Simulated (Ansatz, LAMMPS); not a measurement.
# Localised basis functions on glassy 62SiO2-21K2O-18CaO (mol %) (110 atoms), part 3 of 3

Aim: test how closely localised support functions follow the reference on glassy 62SiO2-21K2O-18CaO (mol %) (110 atoms), and at what cost. A setting counts as converged where the r.m.s. difference of forces stays under 1 % of the r.m.s. force.

Ansatz 0.2.0; Kohn-Sham DFT, PBE, PAW (set soft_2), plane waves.

The cell: 24 Si, 16 K, 7 Ca and 63 O. The quench rate of 10 K/ps is orders of magnitude faster than experiment. The network of bonds at the start is that of the classical potential that made the cell. The Brillouin zone is sampled at Γ only, in a cell whose shortest periodic width is 12 Å.

So far, density (g/cm³): step 11 (what the reference run shows) 2.53.

### 12. Local order

Bonds and neighbours are counted at the geometry of the runs.

Density 2.53 g/cm³, 15.46 Å³ an atom.

g(r), total and by pair (bins of 0.2 Å):

| r (Å) | total | O-O | O-Si | O-K | O-Ca | Si-Si | Si-K |
| --- | --- | --- | --- | --- | --- | --- | --- |
| 1.40 | 0.05 | 0.00 | 0.21 | 0.00 | 0.00 | 0.00 | 0.00 |
| 1.60 | 3.82 | 0.00 | 15.30 | 0.00 | 0.00 | 0.00 | 0.00 |
| 1.80 | 0.26 | 0.00 | 1.04 | 0.00 | 0.00 | 0.00 | 0.00 |
| 2.00 | 0.00 | 0.00 | 0.00 | 0.00 | 0.00 | 0.00 | 0.00 |
| 2.20 | 0.11 | 0.00 | 0.00 | 0.00 | 1.53 | 0.00 | 0.00 |
| 2.40 | 0.52 | 0.28 | 0.00 | 0.11 | 5.56 | 0.00 | 0.00 |
| 2.60 | 2.38 | 5.56 | 0.00 | 2.65 | 1.35 | 0.00 | 0.00 |
| 2.80 | 0.77 | 1.22 | 0.00 | 1.79 | 0.78 | 0.28 | 0.00 |
| 3.00 | 0.57 | 0.37 | 0.10 | 1.42 | 0.34 | 2.79 | 0.00 |
| 3.20 | 1.07 | 0.97 | 0.51 | 0.93 | 0.30 | 4.65 | 1.54 |
| 3.40 | 0.88 | 0.58 | 0.73 | 1.12 | 0.79 | 0.21 | 0.90 |
| 3.60 | 1.08 | 0.84 | 1.16 | 0.62 | 0.48 | 0.00 | 3.16 |
| 3.80 | 1.08 | 0.76 | 1.73 | 0.65 | 0.43 | 0.49 | 1.71 |
| 4.00 | 1.31 | 0.91 | 1.79 | 1.09 | 1.73 | 0.59 | 2.21 |
| 4.20 | 1.22 | 0.85 | 2.00 | 0.81 | 1.13 | 1.07 | 1.31 |
| 4.40 | 0.83 | 0.69 | 0.96 | 0.97 | 1.27 | 0.73 | 0.64 |
| 4.60 | 0.92 | 0.93 | 0.82 | 0.82 | 1.52 | 1.21 | 0.75 |
| 4.80 | 0.93 | 1.27 | 0.45 | 1.27 | 1.21 | 0.70 | 0.31 |
| 5.00 | 1.13 | 1.46 | 0.77 | 1.10 | 1.35 | 1.04 | 1.21 |
| 5.20 | 0.94 | 1.15 | 0.78 | 1.22 | 0.80 | 1.12 | 0.39 |
| 5.40 | 0.97 | 1.15 | 0.83 | 1.20 | 0.37 | 1.47 | 0.84 |
| 5.60 | 0.90 | 0.77 | 0.96 | 1.07 | 0.78 | 1.21 | 0.56 |
| 5.80 | 0.98 | 0.99 | 0.96 | 0.93 | 0.95 | 0.70 | 0.90 |

Bonds by pair of elements; cutoffs follow the first minimum of g(r), held within bounds set by covalent radii, and pairs that aren't listed don't count as bonded:

| pair A-B | cutoff (Å) | bonds | mean length (Å) | spread (Å) | shortest (Å) | B about A | A about B |
| --- | --- | --- | --- | --- | --- | --- | --- |
| O-Si | 2.12 | 96 | 1.62 | 0.057 | 1.49 | 1.52 | 4 |
| O-K | 3.23 | 78 | 2.83 | 0.198 | 2.47 | 1.24 | 4.88 |
| O-Ca | 3.08 | 38 | 2.49 | 0.203 | 2.11 | 0.603 | 5.43 |

The cutoff for O-K falls short of the minimum of g(r), so counts run low and odd coordinations can be artefacts.

How many atoms have how many bonded neighbours:

| element | mean | 2 | 3 | 4 | 5 | 6 | 7 |
| --- | --- | --- | --- | --- | --- | --- | --- |
| Ca | 5.43 | 0 | 0 | 1 | 3 | 2 | 1 |
| K | 4.88 | 0 | 2 | 4 | 6 | 2 | 2 |
| O | 3.37 | 10 | 27 | 20 | 5 | 1 | 0 |
| Si | 4 | 0 | 0 | 24 | 0 | 0 | 0 |

Oxygen atoms by the number of network formers (Si, P, Ge, B, Al, As, Ga) bound to them:

| network formers bound to O | O atoms | per cent |
| --- | --- | --- |
| 0 | 0 | 0 |
| 1 | 30 | 47.6 |
| 2 | 33 | 52.4 |

Network units: each former by its oxygen neighbours and how many of them bridge to another former:

| former | O neighbours | bridging O | atoms |
| --- | --- | --- | --- |
| Si | 4 | 1 | 1 |
| Si | 4 | 2 | 7 |
| Si | 4 | 3 | 13 |
| Si | 4 | 4 | 3 |

Rings of the network by King's shortest-path rule, up to 12 atoms, one path for each pair of neighbours; H, halogens, alkali and alkaline-earth atoms are left out:

| ring size (atoms) | rings | per network atom |
| --- | --- | --- |
| 8 | 1 | 0.011 |
| 10 | 4 | 0.046 |
| 12 | 1 | 0.011 |

First main peaks of g(r), for some of the pairs, lie near 2.6 Å (O-O), 1.6 Å (O-Si), 2.7 Å (O-K), 2.4 Å (O-Ca) and 3.1 Å (Si-Si). 52 % of the oxygens bridge two formers and 48 % are non-bridging. The commonest Si unit has 4 oxygens, 3 of them shared with other formers (13 of 24 atoms). Rings of 10 atoms are the most common (67 % of those counted); sizes run from 8 to 12, where the search stops.

A closer look about O78, whose charge lies farthest from its element's mean: 10 atoms, nearest first, numbered in the order of the input, with positions taken from that point.

| atom | x | y | z | distance (Å) | bonds | Löwdin charge (e) | Fx | Fy | Fz (eV/Å) |
| --- | --- | --- | --- | --- | --- | --- | --- | --- | --- |
| O78 | 0.00 | 0.00 | 0.00 | 0.00 | 4 | -1.08 | 0.32 | 0.56 | -2.84 |
| Si23 | -0.23 | -0.68 | 1.44 | 1.61 | 4 | 1.61 | 1.32 | 0.77 | 1.01 |
| Ca45 | 1.08 | -1.10 | -1.74 | 2.32 | 5 | 1.75 | 0.77 | 0.17 | 0.66 |
| Ca41 | -0.22 | 2.19 | -1.00 | 2.41 | 6 | 1.75 | -0.68 | 0.59 | 1.32 |
| O110 | -1.88 | -0.70 | 1.59 | 2.56 | 3 | -0.84 | -1.75 | -1.18 | -1.07 |
| O98 | 0.44 | -2.12 | 1.48 | 2.62 | 4 | -1.00 | 0.41 | -2.39 | -0.82 |
| K28 | -2.47 | -0.27 | -0.91 | 2.64 | 5 | 0.84 | -0.46 | 0.06 | 0.19 |
| O95 | 0.23 | 0.24 | 2.66 | 2.69 | 3 | -1.02 | 0.33 | 1.04 | 1.75 |
| O85 | 1.63 | 1.33 | -2.23 | 3.07 | 4 | -1.02 | -3.74 | -0.95 | -0.28 |
| O106 | -2.20 | 2.15 | 0.41 | 3.10 | 3 | -0.99 | 0.74 | -1.25 | -3.74 |

### 13. Summary of results

```yaml
free_energy_per_atom: -804.0757 eV/atom
pressure: 5.086 GPa
r_m_s_force_component: 1.359 eV/Å
spacing_of_highest_filled_and_lowest_empty_level: 1.841 eV
wall_time_of_the_6_dft_runs: 6.7 min
```

Against plane waves at 420 eV, the forces differ by 0.56 meV/Å (0.041 %) with support functions medium. At 110 atoms the fastest of the runs at a preset level, support functions low, takes roughly 4.4 times the time of plane waves (whose run also made extra analyses), in 13 SCF cycles against 9. Differences between support functions and plane waves include what basis error the plane-wave run still has. The force difference hardly changes among these support-function runs, which points to the basis of the plane-wave reference as its main source.

The highest filled and lowest empty levels differ by 1.84 eV (at Γ alone); a semilocal functional tends to put such gaps too low. In a disordered cell it changes from sample to sample, and tail or defect levels can set it. 52 % of the oxygens bridge two formers and 48 % are non-bridging.

Caveats: The force components of 1.4 eV/Å r.m.s. reflect the temperature of the frame as well as the gap between the generating potential and DFT. The pressure of 5.1 GPa is that of one thermal frame, in which the classical model's bond lengths enter as well as the volume, without the kinetic term. The pressure of a single frame lacks the kinetic term.

[Long decimals in the printed logs are rounded to 6 places.]

[Logs are printed without paths, hosts, clocks, repeated set-up lines and the standing remarks that a program may print on its own settings, such as how far it seeks lower states.]

[Hosts, paths, dates, database ids (printed as entryN), source tags and the programs' standing remarks are cut or masked in the printed files.]
